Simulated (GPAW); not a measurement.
Consider CaBO3 (P2_1/m).

```
Ca O B
1.0
     3.67338    0.00000    0.00000
     0.00000    5.47948    0.00000
    -0.40509    0.00000    6.62232
Ca O B
2 6 2
Direct
  0.25953 0.75000 0.17469
  0.74047 0.25000 0.82531
  0.76504 0.03155 0.17774
  0.23496 0.53155 0.82227
  0.23496 0.96845 0.82227
  0.76504 0.46845 0.17774
  0.35308 0.75000 0.52665
  0.64692 0.25000 0.47335
  0.26663 0.75000 0.72299
  0.73337 0.25000 0.27701
```

Absorber: atom 9, with 1 O at 1.36 Å and 2 O at 1.37 Å (trigonal planar, site symmetry m). Method: GPAW, LDA, excited-electron core hole (neutral cell), 20-atom cell with 6.6 Å between holes, 4×4×3 k points, dipole transitions, Gaussian full width 0.9 eV up to 4 eV, rising linearly to 3.5 eV at 25 eV.

Predict the near-edge structure at the B K edge.

Main maxima up to 24 eV above the zero (height): 4.3 eV (4.63) and 13.6 eV (3.62). A K edge sees empty p states; at this planar three-fold site the curve for the electric vector normal to the plane peaks at 4.3 eV, where it is mainly π* that absorbs: that direction carries over 70 % of the weight there. The total-energy difference is 190.21 eV. One term is added: -5.56 eV, since the hole is spin-paired here and a spin-polarised one costs that much less in the free atom (computed apart). The photon energy is then 184.65 eV. The functional leaves an error in such absolute values: in the free atom LDA prices this hole 2.2 eV below PBE (computed apart), and PBE is itself good to a few eV.

The B K spectrum (energy from the lowest empty level; intensity scaled to a mean of 1 over the first 20 eV; polarised curves are means over the symmetry-equivalent atoms):

```
E (eV)  isotropic  ε ∥ x  ε ∥ y  ε ∥ z
  -2.0       0.00   0.00   0.00   0.00
  -1.5       0.00   0.00   0.00   0.00
  -1.0       0.00   0.00   0.00   0.00
  -0.5       0.00   0.00   0.00   0.00
   0.0       0.00   0.00   0.00   0.00
   0.5       0.00   0.00   0.00   0.00
   1.0       0.00   0.00   0.00   0.00
   1.5       0.00   0.00   0.00   0.00
   2.0       0.00   0.00   0.00   0.00
   2.5       0.00   0.00   0.00   0.00
   3.0       0.03   0.09   0.00   0.01
   3.5       0.76   2.13   0.00   0.15
   4.0       3.73  10.44   0.00   0.75
   4.5       3.94  11.02   0.00   0.79
   5.0       0.95   2.62   0.03   0.22
   5.5       0.17   0.27   0.13   0.11
   6.0       0.27   0.31   0.32   0.17
   6.5       0.38   0.47   0.42   0.25
   7.0       0.39   0.50   0.37   0.30
   7.5       0.36   0.44   0.29   0.35
   8.0       0.35   0.36   0.24   0.46
   8.5       0.38   0.34   0.25   0.55
   9.0       0.39   0.35   0.28   0.54
   9.5       0.40   0.37   0.31   0.53
  10.0       0.46   0.40   0.39   0.59
  10.5       0.56   0.40   0.53   0.75
  11.0       0.74   0.39   0.80   1.03
  11.5       1.06   0.39   1.32   1.46
  12.0       1.60   0.41   2.25   2.14
  12.5       2.38   0.47   3.60   3.07
  13.0       3.18   0.54   5.01   4.00
  13.5       3.61   0.59   5.78   4.46
  14.0       3.38   0.57   5.43   4.13
  14.5       2.62   0.50   4.20   3.17
  15.0       1.76   0.44   2.76   2.08
  15.5       1.11   0.41   1.65   1.28
  16.0       0.75   0.44   0.99   0.84
  16.5       0.60   0.50   0.65   0.65
  17.0       0.55   0.57   0.50   0.59
  17.5       0.54   0.62   0.43   0.58
  18.0       0.55   0.64   0.40   0.59
  18.5       0.55   0.63   0.40   0.60
  19.0       0.54   0.60   0.42   0.61
  19.5       0.54   0.56   0.43   0.62
  20.0       0.53   0.52   0.44   0.63
  20.5       0.52   0.49   0.44   0.62
  21.0       0.50   0.46   0.42   0.62
  21.5       0.48   0.45   0.39   0.60
  22.0       0.47   0.44   0.37   0.59
  22.5       0.46   0.44   0.36   0.58
  23.0       0.46   0.45   0.36   0.57
  23.5       0.47   0.47   0.38   0.57
  24.0       0.48   0.48   0.39   0.56
  24.5       0.48   0.49   0.42   0.55
  25.0       0.48   0.48   0.44   0.52
  25.5       0.48   0.48   0.46   0.49
  26.0       0.47   0.46   0.49   0.46
  26.5       0.46   0.44   0.51   0.44
  27.0       0.46   0.41   0.53   0.42
  27.5       0.45   0.40   0.54   0.43
  28.0       0.46   0.39   0.55   0.44
  28.5       0.47   0.39   0.55   0.46
  29.0       0.48   0.40   0.54   0.48
  29.5       0.48   0.42   0.53   0.49
  30.0       0.49   0.45   0.52   0.49
  30.5       0.48   0.48   0.51   0.47
  31.0       0.48   0.51   0.49   0.43
  31.5       0.47   0.54   0.47   0.39
  32.0       0.45   0.56   0.45   0.35
```

The unit cell's mesh shows no gap over 0.35 eV. That is right for a metallic compound; for a small-gap or correlated insulator it would be the fault of the functional or of the assumed magnetic order, and the hole would be screened too well. The mesh is coarse (0.32 Å⁻¹ between points), so small maxima may be mesh ripples. The structure is a computed Materials Project entry and may be a hypothetical form.

[Banner, clock and machine lines of the logs are left out without a mark of their own.]

[Logs are printed without paths, hosts, clocks, repeated set-up lines and the standing remarks that a program may print on its own settings, such as how far it seeks lower states.]

[Hosts, paths, dates, database ids (printed as entryN), source tags and the programs' standing remarks are cut or masked in the printed files.]

[Lists of maxima count a maximum above −3 eV only where it reaches 4 % of the highest in the window and stands out from its surroundings by 2 % of it (1.5 % where it reaches 55 %); shoulders and weaker maxima are passed over, and of the rest the first, up to two pre-edge ones and the few strongest are named.]
